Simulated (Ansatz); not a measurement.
# CaFeHIr: relaxing a made-up structure

Starting from a made-up structure for CaFeHIr, the aim is the relaxed cell, its shortest contacts and, where a second run follows, its electronic structure.

Calculated with Ansatz 0.2.0; DFT, PBEsol, plane-wave PAW, files of the set soft_1, scalar-relativistic, ferromagnetic start, cell and ions relaxed at zero pressure; PAW set soft_1, in the first sound run; inputs show where later runs differ.

### 1. The starting structure

It takes space group P3m1 (No. 156, trigonal). Conventional cell: a = 4.051 Å, b = 4.051 Å, c = 4.579 Å, α = 90.00°, β = 90.00°, γ = 120.00°. Nearest to Ir lie 3 Fe at 2.46 Å. Nearest to Fe lie 1 H at 1.56 Å and 3 Ir at 2.46 Å. Ca has 3 H at 2.34 Å nearest. Nearest to H lie 1 Fe at 1.56 Å and 3 Ca at 2.34 Å. Farther neighbours are not listed.

As a file:

```cif
data_structure
_symmetry_space_group_name_H-M 'P 1'
_symmetry_Int_Tables_number 1
_cell_length_a 4.0510
_cell_length_b 4.0510
_cell_length_c 4.5790
_cell_angle_alpha 90.000
_cell_angle_beta 90.000
_cell_angle_gamma 120.000
_cell_volume 65.08
loop_
_atom_site_label
_atom_site_type_symbol
_atom_site_fract_x
_atom_site_fract_y
_atom_site_fract_z
_atom_site_occupancy
Ir1 Ir 0.00000 0.00000 0.45810 1
Fe2 Fe 0.33333 0.66667 0.62160 1
Ca3 Ca 0.66667 0.33333 0.99290 1
H4 H 0.33333 0.66667 0.96250 1
```

### 2. Relaxing cell and atoms

The guess takes its coordinates from another compound and its volume from a rule, so the cell and any free coordinates are relaxed together.

File input.yaml:

```yaml
crystal:
  lattice:
    - [4.051, 0.0, 0.0]
    - [-2.0255, 3.508268911, 0.0]
    - [0.0, 0.0, 4.579]
  atoms:
    - { symbol: Ir, position: [0.0, 0.0, 0.4581], spin: 0.6 }
    - { symbol: Fe, position: [0.333333333, 0.666666667, 0.6216], spin: 3.0 }
    - { symbol: Ca, position: [0.666666667, 0.333333333, 0.9929] }
    - { symbol: H, position: [0.333333333, 0.666666667, 0.9625] }
magnetization:
  spin_polarized: true
kpoints:
  mp_grid: { grid: [8, 8, 6] }
scf:
  occupations: { method: fermi_dirac, width: 0.05 }
hamiltonian:
  xc: pbesol
  pseudopotentials: { kind: paw, azcp: { folder: soft_1 }, xc_functional: pbe }
relax:
  f_tol: 0.015
  max_steps: 70
  cell: {}
output:
  forces: true
  stress: true
```

Launch:

```sh
> ansatz run input.yaml --threads 4 --pin off --max-ram 8192MiB --backend cpu --events-out ev --progress --plain --runs-dir out
```

Numbers of over 12 decimals in the logs are rounded to 6 here.

The program printed:

```text
Engine: ansatz 0.2.0, aarch64-unknown-linux-gnu
Pseudopotentials: kind: paw
Pseudopotential: Ir, paw, valence charge 17, recommended cutoff 420 eV (normal), soft_1/Ir.paw.azcp
Pseudopotential: Fe, paw, valence charge 16, recommended cutoff 420 eV (normal), soft_1/Fe.paw.azcp
Pseudopotential: Ca, paw, valence charge 10, recommended cutoff 420 eV (normal), soft_1/Ca.paw.azcp
Pseudopotential: H, paw, valence charge 1, recommended cutoff 420 eV (normal), soft_1/H.paw.azcp
Functional definition: PBEsol
  exchange = pbesol_x
  correlation = pbesol_c
Crystal: 4 atoms, lattice volume = 65.077 Å³
Basis set: ecut = 420 eV, 1287 PW (Γ), exchange–correlation on 60×60×64 points (8 copies of the dense FFT grid, shifted against one another)
Bands: 29, of which v1, the nominal top of the filled ones, is band 22 counted from 1 (21 counted from 0)
Symmetry: 6 space group operations
Space group: P3m1 (ITA 156), of the structure as read, at distance tolerance 4.0e-5 Å
Magnetic group: BNS 156.49 (UNI 1279), of the structure as read, at distance tolerance 4.0e-5 Å
k-points: 50 of 384 (time reversal used)
Non-local potential: Ir, projectors of the file, l = 0: 3, l = 1: 2, l = 2: 2, l = 3: 1
Non-local potential: Fe, projectors of the file, l = 0: 3, l = 1: 2, l = 2: 3, l = 3: 1
Non-local potential: Ca, projectors of the file, l = 0: 3, l = 1: 2, l = 2: 2
Non-local potential: H, projectors of the file, l = 0: 2, l = 1: 1
PAW form: soft (Blöchl's): semilocal exchange-correlation on the pseudo side does not see the compensation charge
PAW frozen core: Ir, regenerated for the run's functional, and the local potential with it (the file was generated under x = pbe(κ = 0.804, μ = 0.219515), c = pbe(β = 0.066725))
PAW frozen core: Fe, regenerated for the run's functional, and the local potential with it (the file was generated under x = pbe(κ = 0.804, μ = 0.219515), c = pbe(β = 0.066725))
PAW frozen core: Ca, regenerated for the run's functional, and the local potential with it (the file was generated under x = pbe(κ = 0.804, μ = 0.219515), c = pbe(β = 0.066725))
PAW one-centre angular grid: Ir, 590 points (default); XC on 64 Gauss nodes
PAW one-centre angular grid: Fe, 590 points (default); XC on 64 Gauss nodes
PAW one-centre angular grid: Ca, 110 points (default); XC on 64 Gauss nodes
PAW one-centre angular grid: H, 110 points (default); XC on 64 Gauss nodes
Initial density: superposition of atomic densities (chi_scale 0.1, normalization cell, long waves kept (reshape's long-wave potential 0.00 eV rms))
Starting moments: Σ|m| = 3.6 μB on 2 of 4 sites
Initial wavefunctions: pseudopotential atomic-orbital guess
Functional: x = pbesol(κ = 0.804, μ = 0.123457), c = pbesol(β = 0.046)
SCF iter   1: F=—  HF=-18059.842451 eV  |F-HF|=—  |Δ(HF+E_count)|=         —  Δρ=5.39e-2 (↑5.39e-2 ↓4.72e-2)  dr2=1.12e1  dr2_m=8.87e-2  M=2.984 μB ∫|m|=3.211 μB  β_m=0.30  ethr=3.10e-3  ⟨swp⟩=7.5  Hψ=13954  notcnv=0
Mixer restart at iter 1: flushing history
preconditioner: auto → Kerker (q_TF=auto, 2.556 Å⁻¹)  [metal: Δε(μ)=0.004 eV  Ē_g=4.767 eV  σ=0.050 eV  W_gap=0.02  n_scr=20 (ndim 8)  ℏωp=20.6 eV  f_vac=0.000  D(μ)=4.73/eV (n_scr^D=58)]
spin=Collinear: Kerker preconditioning applied to the charge; magnetization (m = ρ↑ − ρ↓) channel mixes plain (no charge-response kernel on spin).
SCF iter   2: F=—  HF=-18057.844189 eV  |F-HF|=—  |Δ(HF+E_count)|=    2.00e0  Δρ=2.89e-2 (↑2.72e-2 ↓2.89e-2)  dr2=4.10e0  dr2_m=3.68e-2  M=3.047 μB ∫|m|=3.233 μB  β_m=0.46  ethr=3.10e-3  ⟨swp⟩=2.2  Hψ=5169  notcnv=0  defer=103
SCF iter   3: F=—  HF=-18057.406130 eV  |F-HF|=—  |Δ(HF+E_count)|=   4.38e-1  Δρ=1.52e-2 (↑1.52e-2 ↓1.02e-2)  dr2=3.72e-1  dr2_m=3.94e-2  M=2.986 μB ∫|m|=3.180 μB  β_m=0.46  ethr=3.10e-3  ⟨swp⟩=2.7  Hψ=5385  notcnv=0  defer=105
SCF iter   4: F=—  HF=-18057.577973 eV  |F-HF|=—  |Δ(HF+E_count)|=   1.72e-1  Δρ=1.10e-2 (↑7.31e-3 ↓1.10e-2)  dr2=2.21e-1  dr2_m=1.99e-2  M=2.964 μB ∫|m|=3.158 μB  β_m=0.73  ethr=8.46e-4  ⟨swp⟩=2.1  Hψ=4239  notcnv=0  defer=100
SCF iter   5: F=—  HF=-18057.830700 eV  |F-HF|=—  |Δ(HF+E_count)|=         —  Δρ=1.75e-2 (↑1.75e-2 ↓1.62e-2)  dr2=3.60e-2  dr2_m=1.62e-1  M=2.507 μB ∫|m|=2.727 μB  β_m=0.73  ethr=5.03e-4  ⟨swp⟩=2.1  Hψ=4507  notcnv=0  defer=100
Mixer restart at iter 5: flushing history
SCF iter   6: F=—  HF=-18057.828417 eV  |F-HF|=—  |Δ(HF+E_count)|=   2.28e-3  Δρ=1.10e-2 (↑6.76e-3 ↓1.10e-2)  dr2=3.42e-2  dr2_m=4.48e-2  M=2.404 μB ∫|m|=2.623 μB  β_m=0.86  ethr=8.19e-5  ⟨swp⟩=2.2  Hψ=5032  notcnv=0  defer=100
SCF iter   7: F=—  HF=-18057.869011 eV  |F-HF|=—  |Δ(HF+E_count)|=   4.06e-2  Δρ=1.77e-2 (↑1.77e-2 ↓3.11e-3)  dr2=1.59e-1  dr2_m=4.20e-2  M=2.224 μB ∫|m|=2.441 μB  β_m=0.62  ethr=7.77e-5  ⟨swp⟩=3.0  Hψ=6221  notcnv=0  defer=81  recentre
SCF iter   8: F=—  HF=-18057.828818 eV  |F-HF|=—  |Δ(HF+E_count)|=   4.02e-2  Δρ=2.24e-3 (↑1.56e-3 ↓2.24e-3)  dr2=2.04e-3  dr2_m=1.97e-3  M=2.241 μB ∫|m|=2.452 μB  β_m=0.71  ethr=7.77e-5  ⟨swp⟩=2.3  Hψ=6176  notcnv=0  defer=84
SCF iter   9: F=—  HF=-18057.828455 eV  |F-HF|=—  |Δ(HF+E_count)|=   3.63e-4  Δρ=7.75e-4 (↑7.75e-4 ↓3.75e-4)  dr2=6.11e-4  dr2_m=4.04e-5  M=2.203 μB ∫|m|=2.410 μB  β_m=0.86  ethr=4.64e-6  ⟨swp⟩=1.9  Hψ=3904  notcnv=0  defer=82
SCF iter  10: F=—  HF=-18057.828720 eV  |F-HF|=—  |Δ(HF+E_count)|=   2.65e-4  Δρ=3.23e-4 (↑3.23e-4 ↓1.18e-4)  dr2=9.90e-5  dr2_m=9.81e-6  M=2.206 μB ∫|m|=2.411 μB  β_m=0.87  ethr=1.39e-6  ⟨swp⟩=2.0  Hψ=3681  notcnv=0  defer=82
SCF iter  11: F=—  HF=-18057.828704 eV  |F-HF|=—  |Δ(HF+E_count)|=   1.57e-5  Δρ=8.36e-5 (↑3.82e-5 ↓8.36e-5)  dr2=4.36e-6  dr2_m=1.66e-6  M=2.206 μB ∫|m|=2.411 μB  β_m=0.93  ethr=2.25e-7  ⟨swp⟩=2.0  Hψ=3813  notcnv=0  defer=82
SCF iter  12: F=—  HF=-18057.828705 eV  |F-HF|=—  |Δ(HF+E_count)|=   7.55e-7  Δρ=2.60e-5 (↑1.20e-5 ↓2.60e-5)  dr2=8.26e-7  dr2_m=5.13e-8  M=2.204 μB ∫|m|=2.409 μB  β_m=0.97  ethr=9.91e-9  ⟨swp⟩=2.0  Hψ=3840  notcnv=0  defer=82
SCF iter  13: F=—  HF=-18057.828705 eV  |F-HF|=—  |Δ(HF+E_count)|=   1.21e-7  Δρ=1.53e-5 (↑3.54e-6 ↓1.53e-5)  dr2=2.22e-7  dr2_m=3.09e-8  M=2.204 μB ∫|m|=2.408 μB  β_m=0.98  ethr=1.88e-9  ⟨swp⟩=2.0  Hψ=3899  notcnv=0  defer=82
SCF iter  14: F=—  HF=-18057.828705 eV  |F-HF|=—  |Δ(HF+E_count)|=   2.73e-8  Δρ=7.14e-6 (↑1.75e-6 ↓7.14e-6)  dr2=3.42e-8  dr2_m=9.79e-9  M=2.204 μB ∫|m|=2.408 μB  β_m=0.99  ethr=5.04e-10  ⟨swp⟩=1.8  Hψ=3426  notcnv=0  defer=82
SCF iter  15: F=-18057.828705 eV  HF=-18057.828705 eV  |F-HF|=1.01e-8  |Δ(HF+E_count)|=   1.36e-9  Δρ=2.29e-6 (↑1.32e-6 ↓2.29e-6)  dr2=1.09e-8  dr2_m=1.64e-10  M=2.204 μB ∫|m|=2.408 μB  ethr=7.77e-11  ⟨swp⟩=2.0  Hψ=8084  notcnv=0
[...]
relax step   6: F+E_penalty+E_count = -18058.74324655 eV  Δ(F+E_penalty+E_count) = -2.964e-3 eV  max|allowed force component| = 2.041e-2 eV/Å  Δτ_max = 0.0146 Å  P = -0.095 GPa  Ω = 60.497 Å³  energy of the carried Pulay correction = +1.794e-3 eV  (10 SCF iters, dr2 threshold 4.00e-7 eV, accepted)
[...]
relax step   7: F+E_penalty+E_count = -18058.74346344 eV  Δ(F+E_penalty+E_count) = -2.169e-4 eV  max|allowed force component| = 6.994e-3 eV/Å  Δτ_max = 0.0027 Å  P = -0.084 GPa  Ω = 60.502 Å³  energy of the carried Pulay correction = +1.792e-3 eV  (8 SCF iters, dr2 threshold 1.47e-7 eV, accepted)
[...]
relax step   8: F+E_penalty+E_count = -18058.74363759 eV  Δ(F+E_penalty+E_count) = -1.741e-4 eV  max|allowed force component| = 4.527e-3 eV/Å  Δτ_max = 0.0027 Å  P = +0.010 GPa  Ω = 60.527 Å³  energy of the carried Pulay correction = +1.782e-3 eV  (10 SCF iters, dr2 threshold 9.76e-8 eV, accepted)
Basis set: ecut = 420 eV, 1191 PW (Γ), exchange–correlation on 54×54×64 points (8 copies of the dense FFT grid, shifted against one another)
Initial wavefunctions: pseudopotential atomic-orbital guess (no wavefunctions were taken with the density)
iter 1 solved again at ethr=1.72e-6 eV; its pass at ethr=3.10e-3 eV (dr2=7.58e-4 eV) is discarded
SCF iter   1: F=—  HF=-18058.741786 eV  |F-HF|=—  |Δ(HF+E_count)|=         —  Δρ=1.37e-4 (↑8.47e-5 ↓1.37e-4)  dr2=2.09e-5  dr2_m=7.48e-7  M=1.262 μB ∫|m|=1.490 μB  β_m=0.65  ethr=1.72e-6  ⟨swp⟩=2.5  Hψ=19399  notcnv=0
SCF iter   2: F=—  HF=-18058.741774 eV  |F-HF|=—  |Δ(HF+E_count)|=   1.21e-5  Δρ=1.36e-4 (↑1.36e-4 ↓5.73e-5)  dr2=2.03e-5  dr2_m=1.04e-6  M=1.262 μB ∫|m|=1.490 μB  β_m=0.35  ethr=4.76e-8  ⟨swp⟩=2.0  Hψ=4993  notcnv=0
SCF iter   3: F=—  HF=-18058.741777 eV  |F-HF|=—  |Δ(HF+E_count)|=   3.07e-6  Δρ=3.94e-5 (↑2.96e-5 ↓3.94e-5)  dr2=5.86e-7  dr2_m=1.31e-7  M=1.262 μB ∫|m|=1.490 μB  β_m=0.44  ethr=4.60e-8  ⟨swp⟩=2.0  Hψ=3927  notcnv=0
SCF iter   4: F=—  HF=-18058.741780 eV  |F-HF|=—  |Δ(HF+E_count)|=   2.55e-6  Δρ=1.47e-5 (↑1.25e-5 ↓1.47e-5)  dr2=3.70e-7  dr2_m=2.96e-9  M=1.262 μB ∫|m|=1.490 μB  β_m=0.45  ethr=1.33e-9  ⟨swp⟩=2.0  Hψ=3915  notcnv=0
SCF iter   5: F=—  HF=-18058.741781 eV  |F-HF|=—  |Δ(HF+E_count)|=   1.44e-6  Δρ=1.39e-5 (↑7.08e-6 ↓1.39e-5)  dr2=1.73e-7  dr2_m=3.33e-8  M=1.262 μB ∫|m|=1.490 μB  β_m=0.73  ethr=8.42e-10  ⟨swp⟩=2.0  Hψ=3938  notcnv=0
SCF iter   6: F=—  HF=-18058.741783 eV  |F-HF|=—  |Δ(HF+E_count)|=   2.18e-6  Δρ=1.02e-5 (↑9.34e-6 ↓1.02e-5)  dr2=3.77e-8  dr2_m=4.86e-8  M=1.262 μB ∫|m|=1.489 μB  β_m=0.86  ethr=3.93e-10  ⟨swp⟩=2.7  Hψ=5298  notcnv=0
SCF iter   7: F=—  HF=-18058.741784 eV  |F-HF|=—  |Δ(HF+E_count)|=   2.51e-7  Δρ=7.80e-6 (↑7.80e-6 ↓6.70e-6)  dr2=1.88e-7  dr2_m=3.54e-10  M=1.262 μB ∫|m|=1.489 μB  β_m=0.69  ethr=8.58e-11  ⟨swp⟩=3.0  Hψ=6190  notcnv=0
SCF iter   8: F=—  HF=-18058.741784 eV  |F-HF|=—  |Δ(HF+E_count)|=   1.31e-8  Δρ=3.69e-6 (↑1.84e-6 ↓3.69e-6)  dr2=3.04e-8  dr2_m=7.86e-10  M=1.262 μB ∫|m|=1.489 μB  β_m=0.59  ethr=8.58e-11  ⟨swp⟩=2.0  Hψ=4918  notcnv=0
SCF iter   9: F=—  HF=-18058.741784 eV  |F-HF|=—  |Δ(HF+E_count)|=   8.47e-8  Δρ=8.74e-7 (↑3.65e-7 ↓8.74e-7)  dr2=6.32e-10  dr2_m=1.50e-10  M=1.262 μB ∫|m|=1.489 μB  β_m=0.65  ethr=6.90e-11  ⟨swp⟩=2.7  Hψ=5197  notcnv=0
SCF iter  10: F=—  HF=-18058.741784 eV  |F-HF|=—  |Δ(HF+E_count)|=   6.06e-9  Δρ=2.19e-7 (↑1.66e-7 ↓2.19e-7)  dr2=1.04e-11  dr2_m=1.84e-11  M=1.262 μB ∫|m|=1.489 μB  β_m=0.72  ethr=1.44e-12  ⟨swp⟩=3.0  Hψ=5674  notcnv=0
SCF iter  11: F=—  HF=-18058.741784 eV  |F-HF|=—  |Δ(HF+E_count)|=  5.82e-11  Δρ=1.31e-7 (↑9.75e-8 ↓1.31e-7)  dr2=3.71e-11  dr2_m=6.88e-13  M=1.262 μB ∫|m|=1.489 μB  β_m=0.72  ethr=1.00e-12  ⟨swp⟩=2.0  Hψ=3556  notcnv=0
SCF iter  12: F=—  HF=-18058.741784 eV  |F-HF|=—  |Δ(HF+E_count)|=  1.06e-10  Δρ=3.57e-8 (↑3.57e-8 ↓1.15e-8)  dr2=7.87e-13  dr2_m=2.01e-13  M=1.262 μB ∫|m|=1.489 μB  β_m=0.71  ethr=1.00e-12  ⟨swp⟩=2.0  Hψ=3899  notcnv=0
SCF iter  13: F=—  HF=-18058.741784 eV  |F-HF|=—  |Δ(HF+E_count)|=  7.28e-12  Δρ=2.07e-8 (↑2.07e-8 ↓1.01e-8)  dr2=6.64e-13  dr2_m=2.49e-14  M=1.262 μB ∫|m|=1.489 μB  β_m=0.82  ethr=1.00e-12  ⟨swp⟩=1.0  Hψ=2900  notcnv=0
SCF iter  14: F=-18058.741784 eV  HF=-18058.741784 eV  |F-HF|=2.18e-11  |Δ(HF+E_count)|=  1.46e-11  Δρ=6.85e-8 (↑5.52e-8 ↓6.85e-8)  dr2=1.05e-11  dr2_m=4.33e-14  M=1.262 μB ∫|m|=1.489 μB  ethr=1.00e-12  ⟨swp⟩=2.0  Hψ=7208  notcnv=0
SCF 9 converged in 14 iterations: F = -18058.741784 eV  dr2 = 1.05e-11
relax step   9: F+E_penalty+E_count = -18058.74178374 eV  Δ(F+E_penalty+E_count) = +1.854e-3 eV  max|allowed force component| = 4.192e-3 eV/Å  Δτ_max = 0.0000 Å  P = +0.008 GPa  Ω = 60.527 Å³  stress off target by 2.09e-2 GPa  SCF on the basis re-selected at this cell (its energy is not comparable with the rows above)  (14 SCF iters)
basis re-selected at this cell: Δ(F+E_penalty+E_count) = +1.854e-3 eV, ΔP = -0.002 GPa vs the last step (what re-selecting the basis moved, of the pressure what is left beyond the Pulay correction that the steps carried, after the strain that the cell walked since its last selection, with what the two solves' SCF thresholds leave and, on support functions, any second-order correction that the steps lacked; it is no measure of the basis error at this ecutwfc). The dense FFT grid was sized anew with the basis: this SCF ran on 27×27×32 points, the steps before it on 30×30×32, so part of this shift can come from that change (see relax.cell in the input reference). [rest of the remark cut]
SCF converged after 14 iterations
Magnetization: 1.2616 μB (22.6308 up, 21.3692 down)
Absolute magnetization: 1.4896 μB (∫|ρ↑−ρ↓|, with the PAW one-centre terms)
Spin contamination: 0.0517 ħ² per cell (⟨S²⟩ above its minimum at these occupations)
Per-site moments (μB) at R_I (Å): [(0.246782, 0.940755), (0.852489, 0.632151), (-0.010810, 0.962015), (-0.012433, 0.632151)]
Free energy (F): -18058.741784 eV
Harris-Foulkes:  -18058.741784 eV  (|F-HF|=2.18e-11)
Internal energy: -18058.723398 eV  (E = F + TS)
E sigma→0 (E₀):  -18058.732591 eV
Entropy (-TS):   -0.018386 eV (-4.596 meV/atom)
Fermi energy:    12.399766 eV
--- Per-component energies (eV) ---
  E_band       = -686.692191
  E_kinetic    = 1141.420960
  E_local      = -5792.282057  (includes V_loc(G=0)·N_el)
  E_nonlocal   = 576.327132
  E_hartree    = 2318.381677
  E_xc         = -474.113775
  E_vxc        = -567.336529  (∫ρ·V_xc dr)
  E_paw        = -11325.153467  (= ΣΔE_a)
  E_vpaw       = -681.583294  (= ΣTr[D̂ρ^β])
  E_aug_tail   = -0.001549  (compensation charges beyond the density's cutoff)
  E_ewald      = -4503.865663
  E_core_change = 0.563345  (= ΣΔE_core)
  E_smearing   = -0.018386  (= −TS)
  E_closure    = 0.000000  (closes the sum)
  Σ components = -18058.741784   (vs F -18058.741784, Δ=0.00e0)
--- Forces (eV/Å), atoms counted from 1 ---
  atom   1  Ir     0.00000000    -0.00000000    -0.00294724
  atom   2  Fe    -0.00000000    -0.00000000     0.00419142
  atom   3  Ca     0.00000000     0.00000000     0.00026139
  atom   4  H     -0.00000000     0.00000000    -0.00150683
  max |Σ_I F_I| component: 1.26e-6 eV/Å
--- Stress (GPa, compression-positive) ---
        0.020879       0.000000      -0.000000
        0.000000       0.020879      -0.000000
       -0.000000      -0.000000      -0.018033
  P = ⅓ Tr σ = 0.0079 GPa (0.079 kbar)
--- Relaxed structure (8 steps of the walk, 8 accepted, 1 SCFs on fresh bases) ---
  F+E_penalty+E_count = -18058.74178374 eV   max|allowed force component| = 4.192e-3 eV/Å   (the final SCF, on the basis selected at the relaxed cell)
  cell:  # Å, volume = 60.5273 Å³
    - [3.917608, 0, -1.1519775631724783e-17]
    - [-1.958804, 3.392748, 5.759887815862391e-18]
    - [-1.302124231440229e-17, 0, 4.553851]
  atoms:
    - { symbol: Ir, position: [-2.3313431272278913e-17, -9.251858542851202e-18, 0.511196] }
    - { symbol: Fe, position: [0.333333, 0.666667, 0.575346] }
    - { symbol: Ca, position: [0.666667, 0.333333, 1.036687] }
    - { symbol: H, position: [0.333333, 0.666667, 0.911871] }
```

Run time: 49 s. Hardware: 4 threads of Arm Neoverse V2, shared host; peak memory 0.55 GiB; 3.1 min of CPU time.

Relaxation path:

```csv
step,energy less that of the first step (eV),largest force component (eV/Å),pressure (GPa),volume (Å³)
1,0.0000,2.7223,-8.84,65.08
2,-0.8411,0.5944,-2.80,60.23
3,-0.8836,0.7009,0.92,60.38
4,-0.9029,0.3224,0.11,60.12
5,-0.9116,0.2699,0.11,60.53
6,-0.9145,0.0204,-0.10,60.50
7,-0.9148,0.0070,-0.08,60.50
8,-0.9149,0.0045,0.01,60.53
9*,-0.9131,0.0042,0.01,60.53
```

Relaxation steps marked * repeat the geometry before them on a plane-wave basis chosen anew for their cell, so energy and pressure can jump there.

Forces are held to the 6 operations that the run works with; a distortion that breaks them can't arise in this run.

```csv
"conventional cell, symmetrised",before,after,change
a (Å),4.051,3.918,-3.3 %
b (Å),4.051,3.918,-3.3 %
c (Å),4.579,4.554,-0.5 %
volume (Å³/atom),16.27,15.13,-7.0 %
```

The atoms that moved most (Å, as changes of fractional coordinates times the final cell):

```csv
atom,dx,dy,dz,length
Ir1,0.000,0.000,0.242,0.242
H4,0.000,0.000,-0.231,0.231
Fe2,0.000,0.000,-0.211,0.211
Ca3,0.000,0.000,0.199,0.199
```

Final coordinates:

```xyz
4
Lattice="3.9176 0.0000 0.0000 -1.9588 3.3927 0.0000 0.0000 0.0000 4.5539" Properties=species:S:1:pos:R:3 pbc="T T T"
Ir    0.0000    0.0000    2.3279
Fe    0.0000    2.2618    2.6200
Ca    1.9588    1.1309    4.7209
H     0.0000    2.2618    4.1525
```

Numbers from this step:

```yaml
free_energy: -18058.7418 eV
energy_at_zero_smearing: -18058.7326 eV
smearing_term_ts: 0.01839 eV
fermi_energy: 12.40 eV
magnetization: 1.262 μB
absolute_magnetization: 1.490 μB
site_moments: 0.2468, 0.8525, -0.01081, -0.01243 μB
electrons: 44
symmetry_operations: 6
pressure: 0.007908 GPa
```

Site moment by atom:

```csv
atom,site moment (μB)
Ir1,0.247
Fe2,0.852
Ca3,-0.011
H4,-0.012
```

Shortest distances by pair of elements, guess and relaxed (not always the same contact):

```csv
pair,guess (Å),relaxed (Å)
Fe–H,1.561,1.532
Fe–Ir,2.456,2.281
Ca–H,2.343,2.332
H–Ir,3.259,2.906
Ca–Fe,2.892,3.087
```

The relaxation ends with a largest force component of 0.0042 eV/Å and a pressure of 0.01 GPa.

(Part 1 of 2 ends here.)

[Logs are printed without paths, hosts, clocks, repeated set-up lines and the standing remarks that a program may print on its own settings, such as how far it seeks lower states.]

[Hosts, paths, dates, database ids (printed as entryN), source tags and the programs' standing remarks are cut or masked in the printed files.]
